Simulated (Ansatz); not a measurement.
# A hypothetical structure for SrVS3, part 2 of 2

Starting from a made-up structure for SrVS3, the aim is the relaxed cell, its shortest contacts and, where a second run follows, its electronic structure.

Ansatz 0.2.0; DFT, PBE, plane-wave PAW, files of the set soft_1, scalar-relativistic, ferromagnetic start, cell and ions relaxed at zero pressure; PAW set soft_1 (the session's first sound run).

So far, absolute magnetization (μB): step 2 (relaxation of the guess) 0.479. The relaxed cell has a = 4.680 Å (conventional setting).

## (3) Bands of the relaxed cell

A second self-consistent run takes a narrower smearing and the mesh shown in its input; the bands follow along the standard path of the relaxed lattice.

This step: DFT, PBE, plane-wave PAW, files of the set soft_1, scalar-relativistic, ferromagnetic start, bands and density of states at the relaxed cell; PAW set soft_1 (Ansatz 0.2.0).

The input, input.yaml:

```yaml
crystal:
  lattice:
    - [4.6804362993, 0.0, 0.0]
    - [0.0, 4.6804362993, 0.0]
    - [0.0, 0.0, 4.6804362993]
  atoms:
    - { symbol: Sr, position: [0.5, 0.5, 0.5] }
    - { symbol: V, position: [0.0, 0.0, 0.0], spin: 0.4 }
    - { symbol: S, position: [0.0, 0.0, 0.5] }
    - { symbol: S, position: [0.0, 0.5, 0.0] }
    - { symbol: S, position: [0.5, 0.0, 0.0] }
magnetization:
  spin_polarized: true
kpoints:
  mp_grid: { grid: [8, 8, 8] }
  band_path:
    path:
      - [[0.0, 0.0, 0.0], [0.0, 0.5, 0.0], [0.5, 0.5, 0.0], [0.0, 0.0, 0.0], [0.5, 0.5, 0.5], [0.0, 0.5, 0.0]]
      - [[0.5, 0.5, 0.0], [0.5, 0.5, 0.5]]
    npoints: 13
scf:
  occupations: { method: fermi_dirac, width: 0.03 }
  n_extra_bands: 10
hamiltonian:
  xc: pbe
  pseudopotentials: { kind: paw, azcp: { folder: soft_1 } }
output:
  forces: true
  stress: true
  write_bands: true
  dos: { projected: true }
  write_density: true
  write_potential: true
  elf: true
  volumetric_format: npy
```

The run is started by

```
ansatz run input.yaml --threads 4 --pin off --max-ram 8192MiB --backend cpu --events-out ev --progress --plain --runs-dir out
```

Numbers of over 12 decimals in the logs are rounded to 6 here.

The program printed:

```text
[...]
Crystal: 5 atoms, lattice volume = 102.532 Å³
Basis set: ecut = 420 eV, 2007 PW (Γ), exchange–correlation on 64×64×64 points (8 copies of the dense FFT grid, shifted against one another)
Bands: 31, of which v1, the nominal top of the filled ones, is band 21 counted from 1 (20 counted from 0)
Symmetry: 48 space group operations
[...]
k-points: 35 of 512
[...]
Starting moments: Σ|m| = 0.4 μB on 1 of 5 sites
[...]
SCF iter   1: F=—  HF=-9169.350800 eV  |F-HF|=—  |Δ(HF+E_count)|=         —  Δρ=2.03e-2 (↑2.03e-2 ↓1.34e-2)  dr2=1.28e0  dr2_m=3.76e-2  M=0.144 μB ∫|m|=0.169 μB  β_m=0.30  ethr=3.10e-3  ⟨swp⟩=8.1  Hψ=12551  notcnv=0
[...]
SCF iter  12: F=-9168.764318 eV  HF=-9168.764318 eV  |F-HF|=3.86e-9  |Δ(HF+E_count)|=  4.73e-11  Δρ=8.06e-7 (↑8.06e-7 ↓7.38e-7)  dr2=4.09e-9  dr2_m=1.22e-12  M=0.147 μB ∫|m|=0.171 μB  ethr=8.52e-12  ⟨swp⟩=14.0  Hψ=14738  notcnv=0
SCF 1 converged in 12 iterations: F = -9168.764318 eV  dr2 = 4.09e-9
[...]
NSCF: frozen V_eff on 80 k-points
SCF converged after 12 iterations
Magnetization: 0.1472 μB (20.5736 up, 20.4264 down)
Absolute magnetization: 0.1711 μB (∫|ρ↑−ρ↓|, with the PAW one-centre terms)
[...]
Per-site moments (μB) at R_I (Å): [(0.000873072, 1.365197), (0.134035, 0.965340), (-0.00326922, 0.965340), (-0.00326922, 0.965340), (-0.00326922, 0.965340)]
Free energy (F): -9168.764318 eV
[...]
Internal energy: -9168.754705 eV  (E = F + TS)
E sigma→0 (E₀):  -9168.759512 eV
Entropy (-TS):   -0.009613 eV (-1.923 meV/atom)
Fermi energy:    8.837602 eV
[...]
--- Stress (GPa, compression-positive) ---
       -0.168319      -0.000000       0.000000
        0.000000      -0.168319       0.000000
        0.000000       0.000000      -0.168319
  P = ⅓ Tr σ = -0.1683 GPa (-1.683 kbar)
--- Band table (eV; the first three rows and the last of 70) ---
  k-point 0 ↑: bands = [... 17 lower, 7.6553, 7.6553, 7.6553, 8.2291, 8.2291, 8.2291, 8.9353, 8.9353, ... 6 higher]
  k-point 1 ↑: bands = [... 17 lower, 7.5738, 7.6661, 7.8168, 7.8168, 8.4923, 8.4923, 8.9601, 9.4663, ... 6 higher]
  k-point 2 ↑: bands = [... 17 lower, 6.6759, 7.6927, 7.7993, 7.7993, 8.9957, 9.0160, 9.0160, 10.0733, ... 6 higher]
  k-point 34 ↓: bands = [... 17 lower, 8.7641, 8.7641, 8.7641, 9.6943, 9.6943, 9.6943, 11.7061, 12.9844, ... 6 higher]
```

Elapsed: 7.1 s, on 4 threads of Arm Neoverse V2, shared host; peak memory 0.48 GiB.

In the SCF lines HF is the Harris–Foulkes energy and dr2 the Hartree energy of the density residual, in eV; the loop may stop once dr2 is under the threshold and the program's other checks hold. Hψ counts applications of the Hamiltonian.

Numbers from this step:

```yaml
free_energy: -9168.7643 eV
energy_at_zero_smearing: -9168.7595 eV
smearing_term_ts: 0.009613 eV
fermi_energy: 8.838 eV
magnetization: 0.1472 μB
absolute_magnetization: 0.1711 μB
site_moments: 8.73e-4, 0.1340, -0.003269, -0.003269, -0.003269 μB
pressure: -0.1683 GPa
```

bands.tsv at the labelled points (eV, zero at the Fermi level; the bands that come nearest the Fermi level along the path):

| point | band_17_up | band_18_up | band_20_up | band_21_up | band_22_up | band_20_dn | band_21_dn | band_22_dn |
| --- | --- | --- | --- | --- | --- | --- | --- | --- |
| Γ | -1.18 | -1.18 | -0.61 | -0.61 | -0.61 | -0.61 | -0.61 | -0.61 |
| X | -2.57 | -1.12 | -1.11 | 0.18 | 0.72 | -0.96 | 0.27 | 0.85 |
| M | -2.44 | -2.44 | 0.51 | 0.60 | 0.60 | 0.66 | 0.73 | 0.73 |
| Γ | -1.18 | -1.18 | -0.61 | -0.61 | -0.61 | -0.61 | -0.61 | -0.61 |
| R | -0.07 | -0.07 | 0.71 | 0.71 | 0.71 | 0.86 | 0.86 | 0.86 |
| X | -2.57 | -1.12 | -1.11 | 0.18 | 0.72 | -0.96 | 0.27 | 0.85 |
| M | -2.44 | -2.44 | 0.51 | 0.60 | 0.60 | 0.66 | 0.73 | 0.73 |
| R | -0.07 | -0.07 | 0.71 | 0.71 | 0.71 | 0.86 | 0.86 | 0.86 |

Site moment by atom:

| atom | site moment (μB) |
| --- | --- |
| Sr1 | 0.001 |
| V2 | 0.134 |
| S3 | -0.003 |
| S4 | -0.003 |
| S5 | -0.003 |

Spin density in the ac plane at fractional y = 0.000, with atoms of V and S within 0.2 Å of it.

Ten even steps from '_' (0.00 e/Å³) to '@' (0.16 e/Å³), each cell a mean:
```
##==____________________..++
....____________________....
____________________________
____________________________
____________________________
____________________________
____________________________
____________________________
____________________________
____________________________
____________________________
____________________________
==--____________________..==
@@==____________________..##
```
Columns run along a (4.7 Å), rows up along c (4.7 Å). Atoms in or near the plane, at fractional coordinates: V at (0.00, 0.00), S at (0.00, 0.50), S at (0.50, 0.00).

Valence density in the ac plane at fractional y = 0.000, with atoms of V and S within 0.2 Å of it. It is the smooth field of the valence electrons, not physical close to the nuclei.

Ten steps, logarithmic in the rise over the least value, from '0' (0 e/Å³) to '9' (15 e/Å³), each cell a mean:
```
98523443443368
75322344432246
33211233321123
32211111111123
44310000001234
44321000001344
24421000001343
34421000001344
44321000001234
33211111101123
32111222211122
54212344332235
87423444442358
98533432443379
```
Columns run along a (4.7 Å), rows up along c (4.7 Å). Atoms in or near the plane, at fractional coordinates: V at (0.00, 0.00), S at (0.00, 0.50), S at (0.50, 0.00).

Electrostatic potential energy in the ac plane at fractional y = 0.000, with atoms of V and S within 0.2 Å of it. With pseudopotentials it is smooth inside the atoms' cores, unlike the true potential.

Values in eV, 14 rows by 14 columns, each cell a mean:
```
-32 -33 -19   2   0 -23 -32 -28 -31 -13   4  -5 -27 -33
-30 -23  -6   6   6  -6 -22 -26 -16   0   7   3 -13 -27
 -8  -2   5   9  10   7   2   0   4   9  10   8   3  -5
  2   5   8  11  12  12  11  10  11  12  12  10   7   4
-17  -8   4  11  12  12  12  12  12  12  12   9   0 -13
-32 -28  -7   9  12  12  12  12  12  12  11   4 -16 -31
-22 -31 -16   7  11  12  12  12  12  12  10   0 -26 -28
-28 -31 -12   8  12  12  12  12  12  12  11   2 -22 -32
-27 -17   1  10  12  12  12  12  12  12  12   7  -6 -23
 -3   2   8  11  12  12  12  11  12  12  12  10   6   0
  0   4   7  10  11  10   8   7   9  11  11   9   6   2
-23 -15   0   7   8   1 -12 -16  -7   4   8   5  -6 -19
-33 -31 -15   4   2 -17 -31 -31 -28  -8   5  -2 -23 -33
-30 -33 -23   0  -3 -27 -28 -22 -32 -17   2  -8 -30 -32
```
Columns run along a (4.7 Å; values clipped at the 3rd and 97th percentile), rows up along c (4.7 Å). Atoms in or near the plane, at fractional coordinates: V at (0.00, 0.00), S at (0.00, 0.50), S at (0.50, 0.00).

## (4) Results

```json
{
 "space group, relaxed": "Pm-3m",
 "conventional cell": "a = 4.680, b = 4.680, c = 4.680 Å; α = 90.0°, β = 90.0°, γ = 90.0°",
 "volume per atom": "20.51 Å³ (guess 19.38)",
 "total moment": "0.48 μB in the cell of 5 atoms"
}
```

SrVS3 relaxes to Pm-3m with a = 4.680, b = 4.680 and c = 4.680 Å. The guessed volume was 6 % too small. The space group Pm-3m was held in the relaxation, so the end point is a stationary structure within it and may be a saddle against distortions or other arrangements. The input starts from parallel moments, and no other start was typed. Bands cross the Fermi level, so it is a metal or semimetal at this level. On the 8×8×8 mesh with the narrower smearing (relaxed on 6×6×6) the forces vanish, as symmetry may demand, and the largest stress component is 0.168 GPa, against the relaxation's thresholds of 0.015 eV/Å and 0.05 GPa. The moment goes from 0.48 to 0.15 μB between the two runs, so it isn't converged. The cutoff wasn't tested. No dispersion term is used, so weakly bound directions may come out too long. Nothing here tests whether the compound is stable against decomposition.

[Logs are printed without paths, hosts, clocks, repeated set-up lines and the standing remarks that a program may print on its own settings, such as how far it seeks lower states.]

[Hosts, paths, dates, database ids (printed as entryN), source tags and the programs' standing remarks are cut or masked in the printed files.]
